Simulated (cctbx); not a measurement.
# What resolution and counting buy: Ni2Bi

Space group P-3m1 (no. 164), a = 4.2780 Å, b = 4.2780 Å, c = 3.0330 Å, α = 90.00°, β = 90.00°, γ = 120.00°.

| atom | mult. | x | y | z | Ueq (Å²) |
| --- | --- | --- | --- | --- | --- |
| Bi1 | 1 | 0 | 0 | 0 | 0.0107 |
| Ni1 | 2 | 2/3 | 1/3 | 0.4932 | 0.0200 |

The model was made for the exercise: a known structure type with other elements put in, its volume estimated, not relaxed; displacement parameters are assumed.

Five simulated data sets (cctbx; Ag Kα, λ = 0.56087 Å; 1.5 % proportional error) differ in resolution or exposure (noise floor 15 counts in the first three, 8 in the last two). Each is refined with the right model, isotropic at 1.1 Å and anisotropic otherwise. How do the figures of merit and the uncertainties move?

| d min (Å) | top counts | ⟨I/σ⟩ (unmerged, absences included) | unique | param. (scale apart) | Rint | R1 | GooF | largest s.u. xyz (fractional) | s.u. U of Ni1 (Å²) | largest error (Å) |
| --- | --- | --- | --- | --- | --- | --- | --- | --- | --- | --- |
| 1.1 | 70000 | 56.4 | 21 | 3 | 0.011 | 0.0058 | 2.09 | 0.00054 | 0.0007 | 0.0000 |
| 0.84 | 70000 | 54.6 | 43 | 5 | 0.011 | 0.0026 | 0.70 | 0.00012 | 0.0001 | 0.0008 |
| 0.6 | 70000 | 47.6 | 102 | 5 | 0.013 | 0.0034 | 0.88 | 0.00009 | 0.0001 | 0.0005 |
| 0.75 | 300 | 4.6 | 55 | 5 | 0.128 | 0.0379 | 0.88 | 0.00155 | 0.0019 | 0.0011 |
| 0.75 | 3000 | 18.9 | 55 | 5 | 0.029 | 0.0091 | 0.87 | 0.00038 | 0.0004 | 0.0004 |

GooF reaches 2.09 where the model lacks something that the data hold (anisotropy at the isotropic level, for one). The s.u. of U for Ni1 goes 0.0007, 0.0001, 0.0001 Å² with resolution and 0.0019, 0.0004 Å² with exposure.

The 1.1 Å row also differs in its displacement model, so it isn't a clean test of resolution.

Hardware for the 0.6 Å refinement: 0.42 s on 1 thread of Arm Neoverse V2 (shared host), peak memory 0.09 GiB.
